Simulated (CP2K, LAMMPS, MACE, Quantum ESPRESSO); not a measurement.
**Two short trajectories of ionic liquid triethylsulfonium TFSI- with water at 300 K (120 atoms)**

Aim: short dynamics of ionic liquid triethylsulfonium TFSI- with water at 300 K (120 atoms) at a target of 300 K with CP2K double zeta and MACE MPA-0 medium, compared in temperature, motion and structure.

All numbers are calculated, not measured.

## 1. Set-up

The cell holds 120 atoms (24 C, 9 S, 51 H, 3 N, 15 O and 18 F), with edges of 11.47, 11.47 and 11.47 Å. Recipe: 3 triethylsulfonium, 3 TFSI-, 3 H2O placed at random, at 1.38 g/cm³; overlaps pushed apart, then 10 ps at 700 K with MMFF94 bonds, angles, torsions, charges and radii (Halgren, J. Comput. Chem. 17, 490 (1996)) in harmonic and 12-6 forms; SPC/E water (Berendsen, Grigera and Straatsma, J. Phys. Chem. 91, 6269 (1987)); charges of ions scaled by 0.8. Snapshot after 30 ps at 300 K and fixed volume.

## 2. Inputs

CP2K 2026.2: Kohn-Sham DFT, PBE+D3(BJ), GTH-PBE pseudopotentials, Gaussian and plane waves, DZVP-MOLOPT-SR-GTH, orbital transformation. Its input for the dynamics:

```
&GLOBAL
  PROJECT cell
  RUN_TYPE MD
  PRINT_LEVEL LOW
&END GLOBAL
&MOTION
  &MD
    ENSEMBLE NVT
    STEPS 171
    TIMESTEP 0.5
    TEMPERATURE 300
    &THERMOSTAT
      TYPE CSVR
      &CSVR
        TIMECON 100
      &END CSVR
    &END THERMOSTAT
  &END MD
  &PRINT
    &TRAJECTORY
    &END TRAJECTORY
    &FORCES ON
    &END FORCES
    &RESTART OFF
    &END RESTART
    &RESTART_HISTORY OFF
    &END RESTART_HISTORY
  &END PRINT
&END MOTION
&FORCE_EVAL
  METHOD QS
  &DFT
    BASIS_SET_FILE_NAME BASIS_MOLOPT
    POTENTIAL_FILE_NAME GTH_POTENTIALS
    &MGRID
      CUTOFF 480
      REL_CUTOFF 50
    &END MGRID
    &QS
      EPS_DEFAULT 1.0E-11
      EXTRAPOLATION ASPC
    &END QS
    &SCF
      SCF_GUESS ATOMIC
      EPS_SCF 1.0E-06
      MAX_SCF 30
      &OT
        MINIMIZER DIIS
        PRECONDITIONER FULL_ALL
        ENERGY_GAP 0.001
      &END OT
      &OUTER_SCF
        EPS_SCF 1.0E-06
        MAX_SCF 8
      &END OUTER_SCF
      &PRINT
        &RESTART OFF
        &END RESTART
        &PROGRAM_RUN_INFO
          &EACH
            MD 20
          &END EACH
        &END PROGRAM_RUN_INFO
      &END PRINT
    &END SCF
    &XC
      &XC_FUNCTIONAL PBE
      &END XC_FUNCTIONAL
      &VDW_POTENTIAL
        POTENTIAL_TYPE PAIR_POTENTIAL
        &PAIR_POTENTIAL
          TYPE DFTD3(BJ)
          PARAMETER_FILE_NAME dftd3.dat
          REFERENCE_FUNCTIONAL PBE
        &END PAIR_POTENTIAL
      &END VDW_POTENTIAL
    &END XC
    &PRINT
      &MULLIKEN OFF
      &END MULLIKEN
    &END PRINT
  &END DFT
  &SUBSYS
    &CELL
      A 11.47260 0.00000 0.00000
      B 0.00000 11.47260 0.00000
      C 0.00000 0.00000 11.47260
    &END CELL
    &TOPOLOGY
      COORD_FILE_NAME structure.xyz
      COORD_FILE_FORMAT XYZ
    &END TOPOLOGY
    &KIND C
      BASIS_SET DZVP-MOLOPT-SR-GTH-q4
      POTENTIAL GTH-PBE-q4
    &END KIND
    &KIND S
      BASIS_SET DZVP-MOLOPT-SR-GTH-q6
      POTENTIAL GTH-PBE-q6
    &END KIND
    &KIND H
      BASIS_SET DZVP-MOLOPT-SR-GTH-q1
      POTENTIAL GTH-PBE-q1
    &END KIND
    &KIND N
      BASIS_SET DZVP-MOLOPT-SR-GTH-q5
      POTENTIAL GTH-PBE-q5
    &END KIND
    &KIND O
      BASIS_SET DZVP-MOLOPT-SR-GTH-q6
      POTENTIAL GTH-PBE-q6
    &END KIND
    &KIND F
      BASIS_SET DZVP-MOLOPT-SR-GTH-q7
      POTENTIAL GTH-PBE-q7
    &END KIND
  &END SUBSYS
&END FORCE_EVAL
```

It took 48 min on 4 MPI ranks of Arm Neoverse V2, shared host; peak memory 2.8 GiB.

MACE MPA-0 medium: machine-learned interatomic potential MACE MPA-0 medium, trained on PBE(+U) plane-wave data. Its input for the dynamics:

```
import numpy as np
from ase.io import read
from ase import units
from ase.md.langevin import Langevin
from ase.md.velocitydistribution import MaxwellBoltzmannDistribution
import mlip  # loads the published weights by name

atoms = read("structure.xyz")
atoms.calc = mlip.calc("mace-mpa-0-medium")
MaxwellBoltzmannDistribution(atoms, temperature_K=300, rng=np.random.default_rng(280))
dyn = Langevin(atoms, 0.5 * units.fs, temperature_K=300, friction=0.01 / units.fs, trajectory="path.traj", logfile="-", rng=np.random.default_rng(280 + 1000))
dyn.run(171)
print("finished")
```

It took 6.4 min on 4 threads of Arm Neoverse V2, shared host; peak memory 1.4 GiB; 7.4 min of CPU time.

Plane waves (Quantum ESPRESSO, PBE+D3(BJ); plane waves, 90/360 Ry; k-points Γ) solve the start and the last frame of CP2K double zeta; at the start the r.m.s. force component is 1.00 eV/Å.

## 3. The runs over their common span

Both are read over the first 86 fs; means are over the second half of that span, and energies are each method's own, less its value at the start. CPU times are for whole runs on a shared host and are rough.

| method | thermostat | time step (fs) | whole run (fs) | mean T (K) | r.m.s. swing (K) | mean potential energy (meV/atom) | last quarter less third (meV/atom) | CPU time |
| --- | --- | --- | --- | --- | --- | --- | --- | --- |
| CP2K double zeta | CSVR | 0.5 | 86 | 380 | 18 | -16.7 | -0.7 | 3.2 h |
| MACE MPA-0 medium | Langevin | 0.5 | 86 | 356 | 28 | -14.0 | -1.5 | 7.4 min |

Sampled along the way:

| time (fs) | T (K), CP2K double zeta | E (meV/atom), CP2K double zeta | T (K), MACE MPA-0 medium | E (meV/atom), MACE MPA-0 medium |
| --- | --- | --- | --- | --- |
| 0 | 300 | 0.0 | 301 | 0.0 |
| 14 | 386 | -12.3 | 398 | -9.1 |
| 28 | 364 | -12.0 | 364 | -8.9 |
| 42 | 425 | -20.8 | 422 | -17.5 |
| 57 | 392 | -16.4 | 378 | -13.0 |
| 71 | 363 | -12.7 | 320 | -13.8 |
| 86 | 396 | -22.6 | 329 | -14.5 |

## 4. Motion and local order

Mean square displacement from the start to 86 fs, in Å², with the drift of the whole cell taken off:

| method | H | C | F | O | farthest move (Å) |
| --- | --- | --- | --- | --- | --- |
| CP2K double zeta | 0.394 | 0.109 | 0.085 | 0.257 | 1.36 |
| MACE MPA-0 medium | 0.618 | 0.113 | 0.131 | 0.149 | 1.60 |

Bonds by one set of cutoffs taken from the start, with their mean length; rows of the runs are means over 18 frames of the second half:

| geometry | H-C (under 1.34 Å) | C-F (under 1.62 Å) | C-S (under 2.21 Å) | O-S (under 1.93 Å) |
| --- | --- | --- | --- | --- |
| start | 45 at 1.10 Å | 18 at 1.36 Å | 15 at 1.83 Å | 12 at 1.45 Å |
| CP2K double zeta | 45 at 1.10 Å | 18 at 1.36 Å | 15 at 1.86 Å | 12 at 1.47 Å |
| MACE MPA-0 medium | 45 at 1.10 Å | 18 at 1.36 Å | 15 at 1.86 Å | 12 at 1.45 Å |

## 5. The last frame, checked with plane waves

```
energy less the start's, plane waves           : -20.5 meV/atom
energy less the start's, CP2K double zeta      : -22.6 meV/atom
r.m.s. force component, plane waves            : 0.812 eV/Å
r.m.s. difference of CP2K double zeta's forces : 0.21 eV/Å
pressure, without the kinetic term             : -2.08 GPa
Kohn-Sham gap                                  : 4.18 eV
```

## 6. Outcome

Over the second half the temperature averages 380 K with CP2K double zeta and 356 K with MACE MPA-0 medium, for a target of 300 K; neither has settled on it. The potential energy stands -17 and -14 meV/atom from the start's, so both runs relax the start while they move. Atoms move about as far in both (0.25 and 0.33 Å² on average).

The mean H-C bond is 1.10 Å with CP2K double zeta and 1.10 Å with MACE MPA-0 medium, and they count 45 and 45 such bonds, from 45 at the start. From start to last frame CP2K double zeta puts the energy change at -22.6 meV/atom and plane waves at -20.5; its forces there differ by 25 % of the plane-wave r.m.s. force.

**Limits.** A span of 0.09 ps shows vibrations and the first relaxation, not diffusion or slow rearrangement. The runs start with unlike random velocities and use unlike thermostats, so single moves aren't comparable, only averages. The learned potential has no dispersion term, which the DFT runs have. The reference samples only Γ, in a cell whose shortest periodic width is 11 Å. The plane-wave runs aren't exact: their cutoffs and mesh weren't converged further here. Where levels are smeared, the DFT runs use Fermi–Dirac occupations at 580 K (0.05 eV), and energies are free energies.

[Logs are printed without paths, hosts, clocks, repeated set-up lines and the standing remarks that a program may print on its own settings, such as how far it seeks lower states.]

[Hosts, paths, dates, database ids (printed as entryN), source tags and the programs' standing remarks are cut or masked in the printed files.]

[The MMFF94 radii named for the starting cell were scaled by 0.96; in molecules described by MMFF94, hydrogen bound to N, O or S took a small fixed 12-6 site in their place.]
